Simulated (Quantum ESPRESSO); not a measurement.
# Moments of Li2MnN2 from a parallel start, part 2 of 2

Aim: the moments that Li2MnN2 holds when they start parallel.

Quantum ESPRESSO 7.5; PBEsol with U = 3.2 eV on Mn d (ortho-atomic projectors); plane waves with GBRV 1.5 PBEsol potentials, no spin-orbit coupling.

So far, absolute magnetization (μB): step 2 (run 1, typed as ferro +) 3.67.

## 3. Start 2: no spin polarisation

Input file pw.py:

```python
from ase import Atoms
from ase.calculators.espresso import Espresso, EspressoProfile

atoms = Atoms(['Li', 'Li', 'Mn', 'N', 'N'],
    cell=[[3.02631087, 0.0, 0.0],
         [-1.51315544, 2.6208621, 0.0],
         [0.0, 0.0, 5.423215]],
    scaled_positions=[[0.66666667, 0.33333333, 0.353737],
         [0.33333333, 0.66666667, 0.646263],
         [0.0, 0.0, 0.0],
         [0.66666667, 0.33333333, 0.800681],
         [0.33333333, 0.66666667, 0.199319]],
    pbc=True)
input_data = {
    'control': {'calculation': 'scf', 'prefix': 'pwscf', 'outdir': './tmp', 'disk_io': 'nowf'},
    'system': {'ecutwfc': 40.0, 'ecutrho': 280.0, 'nbnd': 24, 'occupations': 'smearing', 'smearing': 'fd', 'degauss': 0.00367493},
    'electrons': {'conv_thr': 1e-08, 'electron_maxstep': 150, 'mixing_beta': 0.3},
}
atoms.calc = Espresso(
    profile=EspressoProfile(command='mpirun -n 2 pw.x -nk 2', pseudo_dir='pseudo'),
    pseudopotentials={'N': 'n_pbesol_v1.2.uspp.F.UPF', 'Mn': 'mn_pbesol_v1.5.uspp.F.UPF', 'Li': 'li_pbesol_v1.4.uspp.F.UPF'},
    input_data=input_data,
    kpts=(8, 8, 4),
    koffset=(0, 0, 0),
    additional_cards=['HUBBARD {ortho-atomic}', 'U Mn-3d 3.2000'])
energy = atoms.get_potential_energy(force_consistent=True)
print(f'free energy: {energy:.6f} eV')
```

Run with:

```console
OMP_NUM_THREADS=1 python3 pw.py > pw.log
```

Output:

```text
[banner, memory and clock lines left out]
AssertionError: ((2, 0), 35)
(pw.x finished, but the reader of ASE stopped at the Hubbard occupations in its output; the numbers below come from pw.x itself.)

--- espresso.pwo ---
Program PWSCF v.7.5 starts

Warning: card &CELL ignored
Warning: card &FCP ignored
Warning: card &RISM ignored

     Message from routine setup:
     using ibrav=0 with symmetry is DISCOURAGED, use correct ibrav instead

     bravais-lattice index     =            0
     lattice parameter (alat)  =       5.7189  a.u.
     unit-cell volume          =     290.2760 (a.u.)^3
     number of atoms/cell      =            5
     number of atomic types    =            3
     number of electrons       =        31.00
     number of Kohn-Sham states=           24
     kinetic-energy cutoff     =      40.0000  Ry
     charge density cutoff     =     280.0000  Ry
     scf convergence threshold =      1.0E-08
     mixing beta               =       0.3000
     number of iterations used =            8  plain     mixing
     Exchange-correlation= SLA  PW   PSX  PSC
                           (   1   4  10   8   0   0   0)
     Hubbard projectors: ortho-atomic
     Hubbard parameters of DFT+U (Dudarev formulation) in eV:
     U(Mn-3d) =  3.2000

     Internal variables: lda_plus_u =T, lda_plus_u_kind = 0

     Internal variables: orbital_resolved =F, hub_pot_fix =F, apply_U = F

     celldm(1)=   5.718899  celldm(2)=   0.000000  celldm(3)=   0.000000
     celldm(4)=   0.000000  celldm(5)=   0.000000  celldm(6)=   0.000000

     crystal axes: (cart. coord. in units of alat)
               a(1) = (   1.000000   0.000000   0.000000 )
               a(2) = (  -0.500000   0.866025   0.000000 )
               a(3) = (   0.000000   0.000000   1.792022 )

     reciprocal axes: (cart. coord. in units 2 pi/alat)
               b(1) = (  1.000000  0.577350 -0.000000 )
               b(2) = (  0.000000  1.154701  0.000000 )
               b(3) = (  0.000000 -0.000000  0.558029 )

     PseudoPot. # 1 for Li read from file:
     li_pbesol_v1.4.uspp.F.UPF
     Pseudo is Ultrasoft, Zval =  3.0

     PseudoPot. # 2 for Mn read from file:
     mn_pbesol_v1.5.uspp.F.UPF
     Pseudo is Ultrasoft + core correction, Zval = 15.0

     PseudoPot. # 3 for N  read from file:
     n_pbesol_v1.2.uspp.F.UPF
     Pseudo is Ultrasoft + core correction, Zval =  5.0

     atomic species   valence    mass     pseudopotential
     Li                3.00     6.94000     Li( 1.00)
     Mn               15.00    54.93804     Mn( 1.00)
     N                 5.00    14.00700     N ( 1.00)

     12 Sym. Ops., with inversion, found

   Cartesian axes

     site n.     atom                  positions (alat units)
         1        Li     tau(   1) = (   0.5000000   0.2886751   0.6339044  )
         2        Li     tau(   2) = (  -0.0000000   0.5773503   1.1581174  )
         3        Mn     tau(   3) = (   0.0000000   0.0000000   0.0000000  )
         4        N      tau(   4) = (   0.5000000   0.2886751   1.4348378  )
         5        N      tau(   5) = (  -0.0000000   0.5773503   0.3571840  )

     number of k points=    35  Fermi-Dirac smearing, width (Ry)=  0.0037
                       cart. coord. in units 2pi/alat
        k(    1) = (   0.0000000   0.0000000   0.0000000), wk =   0.0078125
        k(    2) = (   0.0000000   0.0000000   0.1395072), wk =   0.0156250
        k(    3) = (   0.0000000   0.0000000  -0.2790145), wk =   0.0078125
        k(    4) = (   0.0000000   0.1443376   0.0000000), wk =   0.0468750
        k(    5) = (   0.0000000   0.1443376   0.1395072), wk =   0.0468750
        [... 30 further k-points ...]

     Dense  grid:    22951 G-vectors     FFT dimensions: (  32,  32,  60)

     Smooth grid:    10001 G-vectors     FFT dimensions: (  24,  24,  45)

     Check: negative core charge=   -0.000034

     Initial potential from superposition of free atoms

     starting charge      29.5983, renormalised to      31.0000

     STARTING HUBBARD OCCUPATIONS:

     =================== HUBBARD OCCUPATIONS ===================
     ------------------------ ATOM    3 ------------------------
     Tr[ns(  3)] =   5.00000
     [... lines left out ...]
     Number of occupied Hubbard levels =    5.0000

     Atomic wfc used for Hubbard projectors are orthogonalized

     Starting wfcs are   31 randomized atomic wfcs

     Self-consistent Calculation

     iteration #  1     ecut=    40.00 Ry     beta= 0.30
     Davidson diagonalization with overlap
     ethr =  1.00E-02,  avg # of iterations =  3.0

     =================== HUBBARD OCCUPATIONS ===================
     ------------------------ ATOM    3 ------------------------
     Tr[ns(  3)] =   1.16781
     [... lines left out ...]
     Number of occupied Hubbard levels =    1.1678

     total energy              =    -274.09487295 Ry
     estimated scf accuracy    <      17.53724678 Ry

     iteration #  2     ecut=    40.00 Ry     beta= 0.30
     Davidson diagonalization with overlap
     ethr =  1.00E-02,  avg # of iterations =  3.0

     total energy              =    -277.26804548 Ry
     estimated scf accuracy    <      30.60918368 Ry

     [... further iterations left out ...]

     iteration # 17     ecut=    40.00 Ry     beta= 0.30
     Davidson diagonalization with overlap
     ethr =  3.23E-10,  avg # of iterations =  2.3

     total energy              =    -279.84760495 Ry
     estimated scf accuracy    <       0.00000002 Ry

     iteration # 18     ecut=    40.00 Ry     beta= 0.30
     Davidson diagonalization with overlap
     ethr =  6.73E-11,  avg # of iterations =  2.0

     End of self-consistent calculation

     =================== HUBBARD OCCUPATIONS ===================
     ------------------------ ATOM    3 ------------------------
     Tr[ns(  3)] =   5.52850
     [... lines left out ...]
     Number of occupied Hubbard levels =    5.5285
     [... lines left out ...]
     the Fermi energy is     9.3152 ev

!    total energy              =    -279.84760508 Ry
     estimated scf accuracy    <          6.5E-09 Ry
     smearing contrib. (-TS)   =      -0.00240583 Ry
     internal energy E=F+TS    =    -279.84519925 Ry

     The total energy is F=E-TS. E is the sum of the following terms:
     one-electron contribution =    -181.64016971 Ry
     hartree contribution      =     101.14481332 Ry
     xc contribution           =     -43.46318019 Ry
     ewald contribution        =    -156.16190974 Ry
     Hubbard energy            =       0.27524707 Ry

     convergence has been achieved in  18 iterations
```

It took 18 s on 2 MPI ranks of Arm Neoverse V1, shared host; peak memory 0.28 GiB.

Read from the output:

```
smearing term TS : 0.03273 eV
final state      : non-magnetic (no spin polarisation)
```

## 4. A faulty input

One input was spoiled on purpose, to see how the program answers.

Input file pw.in:

```
&CONTROL
  calculation = 'scf'
  prefix = 'pwscf'
  outdir = './tmp'
  pseudo_dir = './pseudo'
  disk_io = 'nowf'
/
&SYSTEM
  ibrav = 0
  nat = 5
  ntyp = 3
  ecutwfc = 40
  ecutrho = 280
  nbnd = 26
  occupations = 'smearing'
  smearing = 'fd'
  degaus = 0.00367493
  nspin = 2
  starting_magnetization(1) = 0
  starting_magnetization(2) = 0.3
  starting_magnetization(3) = 0
/
&ELECTRONS
  conv_thr = 1d-08
  electron_maxstep = 100
  mixing_beta = 0.3
/
ATOMIC_SPECIES
Li      6.9400 li_pbesol_v1.4.uspp.F.UPF
Mn     54.9380 mn_pbesol_v1.5.uspp.F.UPF
N      14.0070 n_pbesol_v1.2.uspp.F.UPF
CELL_PARAMETERS angstrom
   3.0263108743    0.0000000000    0.0000000000
  -1.5131554371    2.6208620969    0.0000000000
   0.0000000000    0.0000000000    5.4232150044
ATOMIC_POSITIONS crystal
Li      0.6666666700    0.3333333300    0.3537370000
Li      0.3333333300    0.6666666700    0.6462630000
Mn      0.0000000000    0.0000000000    0.0000000000
N       0.6666666700    0.3333333300    0.8006810000
N       0.3333333300    0.6666666700    0.1993190000
K_POINTS automatic
8 8 4 0 0 0
HUBBARD {ortho-atomic}
U Mn-3d 3.2000
```

Run with:

```console
OMP_NUM_THREADS=1 mpirun -n 2 pw.x -nk 2 -in pw.in > pw.out
```

Output:

```text
     [... lines left out ...]
Program PWSCF v.7.5 starts
     Error in routine  read_namelists (1):
      bad line in namelist &system: "  degaus = 0.00367493" (error could be in the previous line)
 %%%%%%%%%%%%%%%%%%%%%%%%%%%%%%%%%%%%%%%%%%%%%%%%%%%%%%%%%%%%%%%%%%%%%%%%%%%%%%
     stopping ...
```

The job ended after 0.48 s (2 MPI ranks; peak memory 0.05 GiB).

The input was rejected at the start.

The program's message: “read_namelists (1): bad line in namelist &system: " degaus = 0.00367493" (error could be in the previous line)”

A key was misspelt on purpose.

## 5. Energies of the orders

An order is kept where moments of 0.15 μB or more survive with the typed signs; meshes match where a doubled cell samples the same k points as the first cell.

Orders:

```csv
start,final state,typed order kept,energy over the lowest (meV a seeded atom),largest site moment (μB),net moment (μB a cell of the first run),mesh matched,CPU time (s)
ferro +,ferromagnetic,yes,0,2.945,3,yes,59.09
no spin polarisation,non-magnetic,-,2551,0,0,yes,35.4
```

## 6. Occupations of the corrected shells in the lowest state

Occupations of the Hubbard shells:

```csv
block,type,shell,spin,electrons,occupation numbers
3,Mn,3d,up,4.261,0.648 0.648 0.988 0.988 0.988
3,Mn,3d,down,0.9551,0.090 0.105 0.105 0.327 0.327
```

## 7. Results

| Item | Value |
| --- | --- |
| state found | ferromagnetic (from ferro +) |
| largest site moment | 2.94 μB |
| state without moments (under the same U) | 2551 meV a seeded atom higher |

**Reading.** Under a U the spinless run pays the Hubbard penalty of a partly filled shell, so its energy overstates what forming the moments gains. No opposed start was run, so this says nothing of the order that the crystal takes. In another run degenerate orbitals of a corrected shell are partly filled, so under the U its energy may be too high.

[Logs and program files are shortened in this print: banners, set-up blocks, solver, clock and traceback lines can be left out without a mark of their own.]

[Logs are printed without paths, hosts, clocks, repeated set-up lines and the standing remarks that a program may print on its own settings, such as how far it seeks lower states.]

[Hosts, paths, dates, database ids (printed as entryN), source tags and the programs' standing remarks are cut or masked in the printed files.]

[Where a cell is said to come from a database of computed structures, the database is the Materials Project.]
